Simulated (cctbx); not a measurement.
**Symmetry from intensities**

Cell: a = 10.3440 Å, b = 9.4520 Å, c = 8.6130 Å, α = 90.00°, β = 90.00°, γ = 90.00°. Expected content of the cell: Ta2 Sb6 As2 K14.

The data are simulated with cctbx, not measured: Ag Kα, λ = 0.56087 Å, to d = 0.65 Å, 70 % of the full sphere, strongest reflection 70000 counts, noise from counting, a 3 % proportional error and a noise floor of 8 counts (s.d.); no absorption.

A first pass over the reflections prints:

```text
8992 reflections to d = 0.650 A
centring   violations  <I/sigma> of those
    A       4159 of  4505     18.9
    B       4162 of  4546     18.6
    C       4159 of  4497     18.7
    I       4084 of  4489     18.6
    R       5592 of  6008     18.9
    F       6240 of  6774     18.8
Laue class    unique    Rint  (classes that these axes allow; Friedel mates merged)
P -1             5871   0.041
P 1 2/m 1        3335   0.040
P 1 1 2/m        3362   0.041
P 2/m 1 1        3321   0.040
P m m m          1858   0.043
space group    extra absences  I>4sigma  <I/sigma>
P 2 2 2                 0          0         -  acentric
P 2 2 21               11          0      -0.4  acentric
P 21 2 2               15          0       0.2  acentric
P 21 2 21              26          0      -0.1  acentric
P m m 2                 0          0         -  acentric
P 2 m m                 0          0         -  acentric
P m 2 m                 0          0         -  acentric
P m n 21              227          0       0.1  acentric
P 21 n m              227          0       0.1  acentric
P m m m                 0          0         -  centric
P m n m :1            227          0       0.1  centric
P m n m :2            227          0       0.1  centric
Wilson B = 0.85 A^2   <|E^2-1|> = 0.752 (0.968 centric, 0.736 acentric)   E^2>4: 1.4 %
shell (A)         n   <I/sigma>
10.35 - 1.30    264     34.1
 1.30 - 1.03    236     34.3
 1.03 - 0.90    237     28.6
 0.90 - 0.82    226     29.7
 0.82 - 0.76    232     29.2
 0.76 - 0.72    212     27.9
 0.72 - 0.68    224     25.9
 0.68 - 0.65    227     26.4
```

**Question.** What are the lattice type, the Laue class and the likely space group?

Every centring test has many violations, so the lattice is primitive.

Rint stays low (0.040 to 0.043) up to P m m m, the highest class in these axes.

12 settings pass the absence test. The most absences obeyed, 227, belong to P m n 21, P 21 n m and P m n m, which absences can't tell apart.

⟨|E²−1|⟩ = 0.752 leans to a non-centrosymmetric structure. The Wilson B of 0.85 Å² means U ≈ 0.0108 Å².

The true group is Pmn2_1 (no. 31), Laue class mmm, non-centrosymmetric. The tables only narrow the choice to the tied entries; cell content, site symmetry and trial solutions must settle it.

The model is made up (kin elements in a known structure type, no relaxation), so it says nothing on whether the phase exists.

[Logs are printed without paths, hosts, clocks, repeated set-up lines and the standing remarks that a program may print on its own settings, such as how far it seeks lower states.]
